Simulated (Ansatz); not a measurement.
Planning a run of Ansatz 0.2.0 on MoS2 (layered bulk) (P6_3/mmc). The input:

```yaml
crystal:
  lattice:
    - [3.1090582659, 0.0, 0.0]
    - [-1.5545291329, 2.6925234401, 0.0]
    - [0.0, 0.0, 11.7111663891]
  atoms:
    - { symbol: Mo, position: [0.3333333333, 0.6666666667, 0.25] }
    - { symbol: S, position: [0.6666666667, 0.3333333333, 0.3834849812] }
    - { symbol: S, position: [0.6666666667, 0.3333333333, 0.1165150188] }
    - { symbol: Mo, position: [0.6666666667, 0.3333333333, 0.75] }
    - { symbol: S, position: [0.3333333333, 0.6666666667, 0.8834849812] }
    - { symbol: S, position: [0.3333333333, 0.6666666667, 0.6165150188] }
kpoints:
  mp_grid: { grid: [6, 6, 2] }
  band_path:
    path:
      - [0.0, 0.0, 0.0]
      - [0.5, 0.0, 0.0]
      - [0.33333333, 0.33333333, 0.0]
      - [0.0, 0.0, 0.5]
      - [0.5, 0.0, 0.5]
      - [0.33333333, 0.33333333, 0.5]
      - [0.1666666667, 0.1666666667, 0.0]
    npoints: 1
hamiltonian:
  xc: hse06
  pseudopotentials: { kind: paw, azcp: { folder: soft_1 } }
scf:
  occupations: { method: fixed }
  n_extra_bands: 6
output:
  eigenvalues: true
```

```sh
ansatz run input.yaml --threads 2 --pin off --max-ram 92160MiB --backend cuda --events-out ev --progress --plain --runs-dir out --devices 1 --max-vram 13GiB
```

Question: Estimate wall time and host memory on 1 × NVIDIA H100 80GB HBM3 (shared by 6 runs) with 2 threads of AMD EPYC 7R13 (Zen 3), shared host.

It took 21 s; on shared hardware allow 11 s to 43 s. Peak host memory was 1.3 GiB. The sizes that set the cost: 1887 plane waves a state, 14 irreducible k points and 16 SCF cycles.

Exact exchange couples every pair of k points and filled bands, so it costs far more than a semilocal run.

[Paths, hosts, dates, memory and timing lines, banners, echoed tables and standing remarks are left out of the program output.]

[Logs are printed without paths, hosts, clocks, repeated set-up lines and the standing remarks that a program may print on its own settings, such as how far it seeks lower states.]

[Runs of the session that timed out or met a known fault of the program may be left out.]

[Cells called generated may have been cut or substituted from an entry of the Crystallography Open Database or the Materials Project.]

[Hosts, paths, dates, database ids (printed as entryN), source tags and the programs' standing remarks are cut or masked in the printed files.]
